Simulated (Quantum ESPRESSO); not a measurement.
# Zr2CO2 MXene, 1 layer: a series in the field along the normal, part 2 of 4

Aim: how the results for Zr2CO2 MXene, 1 layer change with the field along the normal.

Quantum ESPRESSO 7.5; plane-wave DFT, PBE, GBRV ultrasoft pseudopotentials.

So far. Step 2 (Variable-cell relaxation of the reference):  The last row is no step: it is a fresh SCF in the final cell with a new plane-wave basis, -0 meV from the row before.

### Step 3. SCF with pw.x, 0 V/Å

The self-consistent run of this member.

Level of this step: plane-wave DFT, PBE, GBRV ultrasoft pseudopotentials (Quantum ESPRESSO 7.5).

Input file m0.scf.in:

```
&control
  prefix = 'm0.scf'
  outdir = './out'
  pseudo_dir = './pseudo'
  calculation = 'scf'
  tprnfor = .true.
  tefield = .true.
  dipfield = .true.
/
&system
  ibrav = 0
  nat = 5
  ntyp = 3
  ecutwfc = 40
  ecutrho = 200
  occupations = 'smearing'
  smearing = 'fd'
  degauss = 0.002
  edir = 3
  emaxpos = 0.97
  eopreg = 0.04
  eamp = 0.0
  nbnd = 26
/
&electrons
  conv_thr = 1e-09
  mixing_beta = 0.4
  electron_maxstep = 120
  mixing_mode = 'plain'
/
ATOMIC_SPECIES
  O   15.9990  o_pbe_v1.2.uspp.F.UPF
  Zr  91.2240  zr_pbe_v1.uspp.F.UPF
  C   12.0110  c_pbe_v1.2.uspp.F.UPF
CELL_PARAMETERS angstrom
  3.29100081600000 0.00000000000000 0.00000000000000
  -1.64550040800000 2.85009031100000 0.00000000000000
  0.00000000000000 0.00000000000000 21.95294679600000
ATOMIC_POSITIONS crystal
  O   0.333333333300 0.666666666700 0.394372620000
  Zr  0.666666666700 0.333333333300 0.436504397200
  C   0.000000000000 0.000000000000 0.500000000000
  Zr  0.333333333300 0.666666666700 0.563495602800
  O   0.666666666700 0.333333333300 0.605627380000
K_POINTS automatic
  12 12 1 0 0 0
```

Launch:

```
> OMP_NUM_THREADS=1 mpirun -n 4 pw.x -nk 4 -in m0.scf.in > m0.scf.out
```

Log:

```text
[banner, memory and clock lines left out]
Program PWSCF v.7.5 starts
[citation notice left out]

[...]
bravais-lattice index     =            0
     lattice parameter (alat)  =       6.2191  a.u.
     unit-cell volume          =    1389.5559 (a.u.)^3
     number of atoms/cell      =            5
     number of atomic types    =            3
     number of electrons       =        40.00
     number of Kohn-Sham states=           26
     kinetic-energy cutoff     =      40.0000  Ry
     charge density cutoff     =     200.0000  Ry
     scf convergence threshold =      1.0E-09
     mixing beta               =       0.4000
     number of iterations used =            8  plain     mixing
     Exchange-correlation= SLA  PW   PBE  PBE
                           (   1   4   3   4   0   0   0)

[...]
PseudoPot. # 1 for O  read from file:
     ./pseudo/o_pbe_v1.2.uspp.F.UPF
     Pseudo is Ultrasoft + core correction, Zval =  6.0
     Generated by new atomic code, or converted to UPF format
     Using radial grid of  737 points,  5 beta functions with:
                l(1) =   0
                l(2) =   0
                l(3) =   1
                l(4) =   1
                l(5) =   2
     Q(r) pseudized with  8 coefficients,  rinner =    0.900   0.900   0.900
                                                       0.900   0.900

     PseudoPot. # 2 for Zr read from file:
     ./pseudo/zr_pbe_v1.uspp.F.UPF
     Pseudo is Ultrasoft + core correction, Zval = 12.0
     Generated by new atomic code, or converted to UPF format
     Using radial grid of  887 points,  6 beta functions with:
                l(1) =   0
                l(2) =   0
                l(3) =   1
                l(4) =   1
                l(5) =   2
                l(6) =   2
     Q(r) pseudized with  6 coefficients,  rinner =    1.200   1.200   1.200
                                                       1.200   1.200

     PseudoPot. # 3 for C  read from file:
     ./pseudo/c_pbe_v1.2.uspp.F.UPF
     Pseudo is Ultrasoft + core correction, Zval =  4.0
     Generated by new atomic code, or converted to UPF format
     Using radial grid of  721 points,  4 beta functions with:
                l(1) =   0
                l(2) =   0
                l(3) =   1
                l(4) =   1
     Q(r) pseudized with  8 coefficients,  rinner =    1.100   1.100   1.100

     atomic species   valence    mass     pseudopotential
     O                 6.00    15.99900     O ( 1.00)
     Zr               12.00    91.22400     Zr( 1.00)
     C                 4.00    12.01100     C ( 1.00)

     No symmetry found

[...]
number of k points=    74  Fermi-Dirac smearing, width (Ry)=  0.0020
[...]
Dense  grid:    66115 G-vectors     FFT dimensions: (  27,  27, 192)

     Smooth grid:    47555 G-vectors     FFT dimensions: (  25,  25, 180)

     Check: negative core charge=   -0.000001

     Initial potential from superposition of free atoms

     starting charge      39.9957, renormalised to      40.0000

     negative rho (up, down):  1.215E-01 0.000E+00

     Adding external electric field

     Computed dipole along edir(3) :
        Dipole                0.0000 Ry au,          0.0000 Debye
        Dipole field          0.0000 Ry au,

        Potential amp.       -0.0000 Ry
        Total length         39.8257 bohr

     Starting wfcs are   38 randomized atomic wfcs

     per-process dynamical memory:    92.0 Mb

     Self-consistent Calculation

     iteration #  1     ecut=    40.00 Ry     beta= 0.40
     Davidson diagonalization with overlap
     ethr =  1.00E-02,  avg # of iterations =  2.0

     negative rho (up, down):  1.245E-01 0.000E+00

     Adding external electric field

     Computed dipole along edir(3) :
        Dipole                0.0005 Ry au,          0.0012 Debye
        Dipole field          0.0000 Ry au,

        Potential amp.       -0.0003 Ry
        Total length         39.8257 bohr

     total energy              =    -274.37198145 Ry
     estimated scf accuracy    <       1.91551627 Ry

     iteration #  2     ecut=    40.00 Ry     beta= 0.40
[...]
negative rho (up, down):  1.261E-01 0.000E+00

[...]
Dipole               -0.0007 Ry au,         -0.0019 Debye
[...]
total energy              =    -274.89343706 Ry
     estimated scf accuracy    <       0.21642024 Ry

     iteration #  3     ecut=    40.00 Ry     beta= 0.40
[...]
negative rho (up, down):  1.280E-01 0.000E+00

[...]
Dipole                0.0042 Ry au,          0.0108 Debye
[...]
total energy              =    -274.91878110 Ry
     estimated scf accuracy    <       0.02135401 Ry

     iteration #  4     ecut=    40.00 Ry     beta= 0.40
[...]
negative rho (up, down):  1.290E-01 0.000E+00

[...]
Dipole               -0.0082 Ry au,         -0.0209 Debye
[...]
total energy              =    -274.92181966 Ry
     estimated scf accuracy    <       0.00776138 Ry

     iteration #  5     ecut=    40.00 Ry     beta= 0.40
[...]
negative rho (up, down):  1.291E-01 0.000E+00

[...]
Dipole                0.0242 Ry au,          0.0616 Debye
[...]
total energy              =    -274.92173913 Ry
     estimated scf accuracy    <       0.00247643 Ry

     iteration #  6     ecut=    40.00 Ry     beta= 0.40
[...]
negative rho (up, down):  1.291E-01 0.000E+00

[...]
Dipole               -0.0013 Ry au,         -0.0033 Debye
[...]
total energy              =    -274.92227301 Ry
     estimated scf accuracy    <       0.00301975 Ry

[...]
iteration # 12     ecut=    40.00 Ry     beta= 0.40
[...]
negative rho (up, down):  1.291E-01 0.000E+00

[...]
Dipole                0.0000 Ry au,          0.0000 Debye
[...]
total energy              =    -274.92244700 Ry
     estimated scf accuracy    <       0.00000002 Ry

     iteration # 13     ecut=    40.00 Ry     beta= 0.40
[...]
negative rho (up, down):  1.291E-01 0.000E+00

[...]
Dipole                0.0000 Ry au,          0.0000 Debye
[...]
total energy              =    -274.92244700 Ry
     estimated scf accuracy    <          1.0E-09 Ry

     iteration # 14     ecut=    40.00 Ry     beta= 0.40
[...]
negative rho (up, down):  1.291E-01 0.000E+00

[...]
Dipole               -0.0000 Ry au,         -0.0000 Debye
[...]
total energy              =    -274.92244700 Ry
     estimated scf accuracy    <          1.3E-09 Ry

     iteration # 15     ecut=    40.00 Ry     beta= 0.40
[...]
negative rho (up, down):  1.291E-01 0.000E+00

[...]
Dipole                0.0000 Ry au,          0.0000 Debye
[...]
End of self-consistent calculation

          k = 0.0000 0.0000 0.0000 (  5987 PWs)   bands (ev):

   -48.5393 -48.4987 -26.9234 -26.5722 -26.2880 -26.2880 -26.2578 -26.2578
   -17.9066 -17.8194  -9.4043  -4.9854  -4.6923  -4.6923  -4.3676  -4.3676
    -3.9363  -0.9657   0.2218   0.2218   2.0922   2.0922   2.5145   3.5180
     3.5180   4.5482

          k = 0.0000 0.0962 0.0000 (  5945 PWs)   bands (ev):

   -48.5331 -48.4937 -26.9048 -26.5844 -26.3369 -26.3226 -26.3024 -26.2665
   -17.8607 -17.7862  -9.4128  -4.9499  -4.6594  -4.6242  -4.4176  -4.3183
    -3.8234  -0.8410  -0.3189  -0.0352   2.0821   2.4128   2.6190   3.5577
     3.6819   4.4424

[...]
the Fermi energy is     0.6879 ev

!    total energy              =    -274.92244700 Ry
     estimated scf accuracy    <          4.5E-10 Ry
     smearing contrib. (-TS)   =      -0.00000000 Ry
     internal energy E=F+TS    =    -274.92244700 Ry

     The total energy is F=E-TS. E is the sum of the following terms:
     one-electron contribution =   -2238.46836991 Ry
     hartree contribution      =    1122.86220914 Ry
     xc contribution           =     -53.92887133 Ry
     ewald contribution        =     894.61258510 Ry
     electric field correction =       0.00000000 Ry

     convergence has been achieved in  15 iterations

     negative rho (up, down):  1.291E-01 0.000E+00

     Forces acting on atoms (cartesian axes, Ry/au):

     atom    1 type  1   force =     0.00000000    0.00000001   -0.00188589
     atom    2 type  2   force =     0.00000002   -0.00000000   -0.00334927
     atom    3 type  3   force =    -0.00000000   -0.00000000    0.00000045
     atom    4 type  2   force =    -0.00000002   -0.00000001    0.00334800
     atom    5 type  1   force =     0.00000000   -0.00000000    0.00188671

     Total force =     0.005435     Total SCF correction =     0.000057

[...]
```

The job ended after 56 s (4 MPI ranks of Arm Neoverse V2, shared host; peak memory 0.78 GiB).

This step gave:

| Item | Value |
| --- | --- |
| free energy | -3740.5104 eV |
| Fermi energy | 0.6879 eV |
| dipole along the normal | 0 e·Å |
| valence top, on the run's zero | 0.2218 eV |
| conduction bottom, on the run's zero | 1.175 eV |
| gap by band count | 0.9530 eV |

### Step 4. Potential by pp.x, 0 V/Å

plot_num = 11 writes the bare and Hartree potential, from which vacuum levels or, in a crystal, the mean potential are read.

Input file m0.pot.in:

```
&inputpp
  prefix = 'm0.scf'
  outdir = './out'
  filplot = 'm0.pot.dat'
  plot_num = 11
/
```

Launch:

```
> OMP_NUM_THREADS=1 mpirun -n 4 pp.x -in m0.pot.in > m0.pot.out
```

Log:

```text
[banner, memory and clock lines left out]
Program POST-PROC v.7.5 starts

          URL

     ./out/m0.scf.save/

     IMPORTANT: XC functional enforced from input :
     Exchange-correlation= PBE
                           (   1   4   3   4   0   0   0)
     Any further DFT definition will be discarded
     Please, verify this is what you really want

     Check: negative core charge=   -0.000001

     negative rho (up, down):  1.291E-01 0.000E+00

     Adding external electric field

     Computed dipole along edir(3) :
        Dipole                0.0000 Ry au,          0.0000 Debye
        Dipole field          0.0000 Ry au,

        Potential amp.       -0.0000 Ry
        Total length         39.8257 bohr

     Calling punch_plot, plot_num =  11

     Adding external electric field

     Computed dipole along edir(3) :
        Dipole                0.0000 Ry au,          0.0000 Debye
        Dipole field          0.0000 Ry au,

        Potential amp.       -0.0000 Ry
        Total length         39.8257 bohr

     Writing data to file  m0.pot.dat
     Message from routine chdens:
     namelist plot not found or invalid, exiting
```

Elapsed: 0.88 s, on 4 MPI ranks; peak memory 0.09 GiB; 3.2 s of CPU time.

This step gave:

```
slope of the potential above                                          : 1.59e-5 eV/Å
upper vacuum line continued to the top atoms, over the valence top    : 5.388 eV
slope of the potential below                                          : -9.70e-6 eV/Å
lower vacuum line continued to the bottom atoms, over the valence top : 5.388 eV
vacuum level at the upper face over the valence top of the mesh       : 5.388 eV
vacuum level at the lower face over the valence top of the mesh       : 5.388 eV
```

Electrostatic potential energy of an electron, with the sawtooth; zero at the highest filled level of the SCF mesh. Potential energy, planar mean against z:

| z (Å) | potential energy, planar mean (eV) |
| --- | --- |
| 0 | 5.39 |
| 1 | 5.39 |
| 2 | 5.39 |
| 3 | 5.39 |
| 4 | 5.39 |
| 5 | 5.39 |
| 6 | 5.39 |
| 7 | 5.31 |
| 8 | 2.88 |
| 9 | -14.2 |
| 10 | -15.9 |
| 11 | -7.02 |
| 12 | -17.5 |
| 13 | -13.5 |
| 14 | 3.23 |
| 15 | 5.32 |
| 16 | 5.39 |
| 17 | 5.39 |
| 18 | 5.39 |
| 19 | 5.39 |
| 20 | 5.39 |
| 21 | 5.39 |

(Part 2 of 4 ends here.)

[Logs are printed without paths, hosts, clocks, repeated set-up lines and the standing remarks that a program may print on its own settings, such as how far it seeks lower states.]

[Hosts, paths, dates, database ids (printed as entryN), source tags and the programs' standing remarks are cut or masked in the printed files.]

[Maps of the electrostatic potential energy from Ansatz leave out the sawtooth potential of an applied field or a dipole correction, so their vacuum need not be flat; planar profiles and work functions include it.]
